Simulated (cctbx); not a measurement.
# A crystallographic session in cctbx: HoTlCo

Library: cctbx 2025.11. The data are simulated by the first script.

## 1. Simulate the data

run.py:

```python
from cctbx import adptbx, crystal, miller, sgtbx, xray
from cctbx.array_family import flex
from iotbx.shelx import hklf
from scitbx import matrix
import scitbx.random

cs = crystal.symmetry(unit_cell=(7.245, 4.337, 8.489, 90, 90, 90), space_group_symbol='Hall: -P 2ac 2n')  # Pnma
atoms = [  # label, site, U (iso, or U11 U22 U33 U12 U13 U23 in A^2), occupancy
    ("Tl1", (0.1368, 0.25, 0.0585), 0.0029, 1),
    ("Ho1", (0.0322, 0.25, 0.6767), 0.0025, 1),
    ("Co1", (0.2543, 0.25, 0.3713), 0.0037, 1),
]
xs = xray.structure(crystal_symmetry=cs)
for label, site, u, occ in atoms:
    u = adptbx.u_cif_as_u_star(cs.unit_cell(), u) if isinstance(u, tuple) else u
    xs.add_scatterer(xray.scatterer(label, site=site, u=u, occupancy=occ))
xs.set_inelastic_form_factors(0.71073, "sasaki")
xs.show_summary()
p1 = xs.expand_to_p1()
ms = miller.build_set(p1, anomalous_flag=True, d_min=0.84)
flex.set_random_seed(53051)
scitbx.random.set_random_seed(53051)
ms = ms.select(flex.random_double(ms.size()) < 0.8)
i = ms.structure_factors_from_scatterers(p1, algorithm="direct").f_calc().as_intensity_array().data()
i = i * 40000 / flex.max(i)
sig = flex.sqrt(i + flex.pow2(0.02 * i) + 8 ** 2)
noise = scitbx.random.variate(scitbx.random.normal_distribution())(i.size())
data = ms.array(data=i + sig * noise, sigmas=sig).set_observation_type_xray_intensity()
with open("data.hkl", "w") as f:
    data.export_as_shelx_hklf(f)
print("reflections written:", data.size(), " <I/sigma> = %.1f" % flex.mean(data.data() / data.sigmas()))
for h, a, b in list(data.sort("data"))[:12]:
    print("%4d%4d%4d %9.1f %7.1f" % (h + (a, b)))
```

```console
$ python run.py
```

```text
Number of scatterers: 3
At special positions: 3
Unit cell: (7.245, 4.337, 8.489, 90, 90, 90)
Space group: P n m a (No. 62)
reflections written: 1502  <I/sigma> = 23.3
   0   2   0   40713.6   824.7
   0  -2   0   39219.3   824.7
   0  -4   0   19692.9   424.6
   0   4   0   19605.9   424.6
  -2  -1   0   17433.0   356.8
   2   1   0   16803.4   356.8
   2  -1   0   16196.3   356.8
  -2   1   0   16161.7   356.8
   0   1   3   14818.1   311.8
   3  -1  -4   14813.4   314.7
  -3  -1  -4   14481.5   314.7
   3   1  -4   14422.6   314.7
```

It took 0.24 s on 1 thread of Arm Neoverse V2 (shared host), peak memory 0.07 GiB.

## 2. Refinement (right model, isotropic)

run.py:

```python
import math
from cctbx import adptbx, crystal, maptbx, sgtbx, xray
from cctbx.array_family import flex
from cctbx.xray import observations
from iotbx.shelx import hklf
from scitbx.lstbx import normal_eqns_solving
from smtbx import absolute_structure, utils
from smtbx.refinement import constraints, least_squares

cs = crystal.symmetry(unit_cell=(7.245, 4.337, 8.489, 90, 90, 90), space_group_symbol='Hall: -P 2ac 2n')  # Pnma
atoms = [  # label, site, U (iso, or U11 U22 U33 U12 U13 U23 in A^2), occupancy
    ("Tl1", (0.1343, 0.25, 0.0595), 0.0200, 1),
    ("Ho1", (0.0366, 0.25, 0.6687), 0.0200, 1),
    ("Co1", (0.2536, 0.25, 0.3716), 0.0200, 1),
]
xs = xray.structure(crystal_symmetry=cs)
for label, site, u, occ in atoms:
    u = adptbx.u_cif_as_u_star(cs.unit_cell(), u) if isinstance(u, tuple) else u
    xs.add_scatterer(xray.scatterer(label, site=site, u=u, occupancy=occ))
xs.set_inelastic_form_factors(0.71073, "sasaki")
raw = hklf.reader(file_name="data.hkl").as_miller_arrays(crystal_symmetry=cs, anomalous=True)[0]
merged = raw.eliminate_sys_absent().merge_equivalents()
fo2 = merged.array().set_observation_type_xray_intensity()
print("Rint %.3f, %d unique reflections to %.2f A" % (merged.r_int(), fo2.size(), fo2.d_min()))
for sc in xs.scatterers():
    sc.flags.set_grad_site(True)
    sc.flags.set_grad_u_aniso(sc.flags.use_u_aniso())
    sc.flags.set_grad_u_iso(sc.flags.use_u_iso())
obs = fo2.as_xray_observations()
extra = {}
rep = constraints.reparametrisation(xs, [], utils.connectivity_table(xs), **extra)
ls = least_squares.crystallographic_ls(obs, rep, weighting_scheme=least_squares.mainstream_shelx_weighting(a=0, b=0))
print("cycle     R1     wR2    GooF  max shift (A)")
for cycle in range(8):
    ls.build_up()
    r1, wr2, goof = ls.r1_factor(cutoff_factor=2)[0], ls.wR2(), ls.goof()
    old = xs.sites_cart()
    normal_eqns_solving.levenberg_marquardt_iterations(ls, n_max_iterations=3, tau=1e-06, step_threshold=1e-7)
    big = flex.max((xs.sites_cart() - old).norms())
    print("%4d %7.4f %7.4f %7.3f %9.5f" % (cycle + 1, r1, wr2, goof, big))
    ls.build_up(objective_only=True)
    if abs(ls.wR2() - wr2) < 5e-5 and big < 5e-4:
        break
ls.build_up()
print("final R1 %.4f wR2 %.4f GooF %.3f  parameters %d  data/parameter %.1f" % (ls.r1_factor(cutoff_factor=2)[0], ls.wR2(), ls.goof(), ls.n_parameters, fo2.size() / ls.n_parameters))
cov = ls.covariance_matrix_and_annotations()
su = dict(zip(cov.annotations, (math.sqrt(max(v, 0)) for v in cov.matrix.matrix_packed_u_diagonal())))
a2 = cs.unit_cell().reciprocal_parameters()[0] ** -2
print("atom        x        y        z      Ueq    occ   su(xyz)  su(Uiso or U11)")
for sc in xs.scatterers():
    s = max(su.get(sc.label + k, 0) for k in (".x", ".y", ".z"))
    npd = "" if sc.is_positive_definite_u(cs.unit_cell()) else "  NPD"
    print("%-5s %8.5f %8.5f %8.5f %8.4f %6.3f %8.5f %7.4f%s" % ((sc.label,) + sc.site + (sc.u_iso_or_equiv(cs.unit_cell()), sc.occupancy, s, su.get(sc.label + ".uiso", su.get(sc.label + ".u11", 0) * a2), npd)))
fo = fo2.f_sq_as_f()
fc = fo.structure_factors_from_scatterers(xs, algorithm="direct").f_calc()
diff = fo.f_obs_minus_f_calc(1 / math.sqrt(ls.scale_factor()), fc).average_bijvoet_mates()
m = diff.fft_map(symmetry_flags=maptbx.use_space_group_symmetry, resolution_factor=0.25).apply_volume_scaling()
print("difference map: max %.2f min %.2f rms %.2f" % (m.statistics().max(), m.statistics().min(), m.statistics().sigma()))
peaks = m.peak_search(parameters=maptbx.peak_search_parameters(min_distance_sym_equiv=0.6, max_clusters=6)).all()
near = xs.closest_distances(peaks.sites(), distance_cutoff=4)
sps = cs.special_position_settings(min_distance_sym_equiv=0.5)
for k, (x, h) in enumerate(zip(peaks.sites(), peaks.heights())):
    ss = sps.site_symmetry(x)
    print("Q%-3d %7.4f %7.4f %7.4f %4d %7.2f  %.2f A from %s" % ((k + 1,) + tuple(t % 1 for t in ss.exact_site()) + (ss.multiplicity(), h, near.smallest_distances[k], xs.scatterers()[near.i_seqs[k]].label)))
```

```console
$ python run.py
```

```text
Rint 0.020, 267 unique reflections to 0.84 A
cycle     R1     wR2    GooF  max shift (A)
   1  0.1834  0.3950  24.305   0.07494
   2  0.0069  0.0160   0.985   0.00000
final R1 0.0069 wR2 0.0160 GooF 0.985  parameters 9  data/parameter 29.7
atom        x        y        z      Ueq    occ   su(xyz)  su(Uiso or U11)
Tl1    0.13682  0.25000  0.05846   0.0028  1.000  0.00002  0.0001
Ho1    0.03221  0.25000  0.67669   0.0024  1.000  0.00003  0.0001
Co1    0.25437  0.25000  0.37130   0.0035  1.000  0.00009  0.0001
difference map: max 0.72 min -0.76 rms 0.18
Q1    0.0915  0.7500  0.9208    4    0.74  1.19 A from Co1
Q2    0.0961  0.2500  0.9136    4    0.67  1.26 A from Tl1
Q3    0.1676  0.2500  0.8169    4    0.62  1.54 A from Ho1
Q4    0.0751  0.2500  0.5901    4    0.61  0.80 A from Ho1
Q5    0.0821  0.7500  0.6011    4    0.57  2.07 A from Tl1
Q6    0.2021  0.7500  0.5778    4    0.52  1.18 A from Tl1
```

Time: 0.41 s.

## 3. Refinement (right model, anisotropic)

run.py, as its changes from the last script of this kind:

```diff
@@ -12,3 +12,3 @@
-    ("Tl1", (0.1343, 0.25, 0.0595), 0.0200, 1),
-    ("Ho1", (0.0366, 0.25, 0.6687), 0.0200, 1),
-    ("Co1", (0.2536, 0.25, 0.3716), 0.0200, 1),
+    ("Tl1", (0.13682, 0.25, 0.05846), 0.0030, 1),
+    ("Ho1", (0.03221, 0.25, 0.67669), 0.0030, 1),
+    ("Co1", (0.25437, 0.25, 0.3713), 0.0035, 1),
@@ -20,0 +21 @@
+xs.convert_to_anisotropic()
```

```console
$ python run.py
```

```text
Rint 0.020, 267 unique reflections to 0.84 A
cycle     R1     wR2    GooF  max shift (A)
   1  0.0080  0.0185   1.156   0.00010
   2  0.0068  0.0158   0.990   0.00000
final R1 0.0068 wR2 0.0158 GooF 0.990  parameters 18  data/parameter 14.8
atom        x        y        z      Ueq    occ   su(xyz)  su(Uiso or U11)
Tl1    0.13682  0.25000  0.05846   0.0028  1.000  0.00002  0.0001
Ho1    0.03221  0.25000  0.67669   0.0024  1.000  0.00003  0.0001
Co1    0.25437  0.25000  0.37131   0.0035  1.000  0.00009  0.0003
difference map: max 0.69 min -0.79 rms 0.17
Q1    0.0909  0.7500  0.9209    4    0.71  1.20 A from Co1
Q2    0.0964  0.2500  0.9143    4    0.68  1.26 A from Tl1
Q3    0.1679  0.2500  0.8169    4    0.61  1.54 A from Ho1
Q4    0.0818  0.7500  0.6005    4    0.58  2.07 A from Tl1
Q5    0.2022  0.7500  0.5783    4    0.55  1.18 A from Tl1
Q6    0.0775  0.2500  0.5845    4    0.54  0.85 A from Ho1
```

Time: 0.38 s.

## 4. Refinement

run.py, as its changes from the last script of this kind:

```diff
@@ -14 +14 @@
-    ("Co1", (0.25437, 0.25, 0.3713), 0.0035, 1),
+    ("Zn1", (0.25437, 0.25, 0.3713), 0.0035, 1),
@@ -35 +35 @@
-for cycle in range(8):
+for cycle in range(12):
```

```console
$ python run.py
```

```text
Rint 0.020, 267 unique reflections to 0.84 A
cycle     R1     wR2    GooF  max shift (A)
   1  0.0357  0.0954   5.976   0.00065
   2  0.0148  0.0415   2.597   0.00000
final R1 0.0148 wR2 0.0415 GooF 2.597  parameters 18  data/parameter 14.8
atom        x        y        z      Ueq    occ   su(xyz)  su(Uiso or U11)
Tl1    0.13680  0.25000  0.05848   0.0024  1.000  0.00006  0.0003
Ho1    0.03224  0.25000  0.67673   0.0021  1.000  0.00008  0.0003
Zn1    0.25438  0.25000  0.37122   0.0125  1.000  0.00024  0.0008
difference map: max 1.02 min -2.56 rms 0.36
Q1    0.0914  0.7500  0.9207    4    1.05  1.19 A from Zn1
Q2    0.9892  0.2500  0.6442    4    0.88  0.42 A from Ho1
Q3    0.1727  0.2500  0.4893    4    0.76  1.16 A from Zn1
Q4    0.2438  0.0048  0.3298    8    0.74  1.12 A from Zn1
Q5    0.1667  0.1738  0.0131    8    0.74  0.55 A from Tl1
Q6    0.2167  0.6138  0.7663    8    0.71  1.09 A from Zn1
```

Time: 0.4 s.

This run holds a fault made on purpose: wrong element: Zn1 is Co.

## 5. Refinement

run.py, as its changes from the last script of this kind:

```diff
@@ -14 +13,0 @@
-    ("Zn1", (0.25437, 0.25, 0.3713), 0.0035, 1),
```

```console
$ python run.py
```

```text
Rint 0.020, 267 unique reflections to 0.84 A
cycle     R1     wR2    GooF  max shift (A)
   1  0.2555  0.5420  33.548   0.01105
   2  0.2494  0.5137  31.798   0.00015
final R1 0.2493 wR2 0.5137 GooF 31.798  parameters 12  data/parameter 22.2
atom        x        y        z      Ueq    occ   su(xyz)  su(Uiso or U11)
Tl1    0.13718  0.25000  0.05849  -0.0073  1.000  0.00089  0.0041  NPD
Ho1    0.03109  0.25000  0.67580  -0.0097  1.000  0.00115  0.0039  NPD
difference map: max 118.85 min -10.54 rms 7.65
Q1    0.2541  0.2500  0.3713    4  119.87  2.79 A from Tl1
Q2    0.1333  0.2500  0.0596    4   70.80  0.03 A from Tl1
Q3    0.0444  0.2500  0.6797    4   51.42  0.10 A from Ho1
Q4    0.9858  0.2500  0.1294    4    8.07  1.25 A from Tl1
Q5    0.2570  0.2500  0.5073    4    7.88  2.17 A from Ho1
Q6    0.1809  0.2500  0.8852    4    7.05  1.50 A from Tl1
```

Time: 0.4 s.

This run holds a fault made on purpose: atom left out: Co1.

## 6. Refinement

run.py, as its changes from the last script of this kind:

```diff
@@ -13,0 +14 @@
+    ("Co1", (0.25437, 0.25, 0.3713), 0.0035, 1),
@@ -19 +20 @@
-xs.set_inelastic_form_factors(0.71073, "sasaki")
+# no anomalous dispersion
```

```console
$ python run.py
```

```text
Rint 0.020, 267 unique reflections to 0.84 A
cycle     R1     wR2    GooF  max shift (A)
   1  0.0256  0.0641   4.017   0.00131
   2  0.0115  0.0291   1.823   0.00000
final R1 0.0115 wR2 0.0291 GooF 1.823  parameters 18  data/parameter 14.8
atom        x        y        z      Ueq    occ   su(xyz)  su(Uiso or U11)
Tl1    0.13680  0.25000  0.05847   0.0041  1.000  0.00004  0.0002
Ho1    0.03219  0.25000  0.67667   0.0014  1.000  0.00006  0.0002
Co1    0.25450  0.25000  0.37141   0.0007  1.000  0.00017  0.0005
difference map: max 1.14 min -1.06 rms 0.28
Q1    0.0301  0.2500  0.6756    4    1.17  0.02 A from Ho1
Q2    0.1037  0.2500  0.9028    4    1.06  1.34 A from Tl1
Q3    0.1219  0.2500  0.2247    4    1.02  1.41 A from Tl1
Q4    0.0839  0.7500  0.5950    4    0.93  2.05 A from Tl1
Q5    0.1767  0.2500  0.3624    4    0.91  0.57 A from Co1
Q6    0.0813  0.2500  0.5842    4    0.84  0.86 A from Ho1
```

It took 0.38 s on 1 thread of Arm Neoverse V2, on a shared host, peak memory 0.09 GiB.

This run holds a fault made on purpose: anomalous dispersion left out.

[Logs are printed without paths, hosts, clocks, repeated set-up lines and the standing remarks that a program may print on its own settings, such as how far it seeks lower states.]
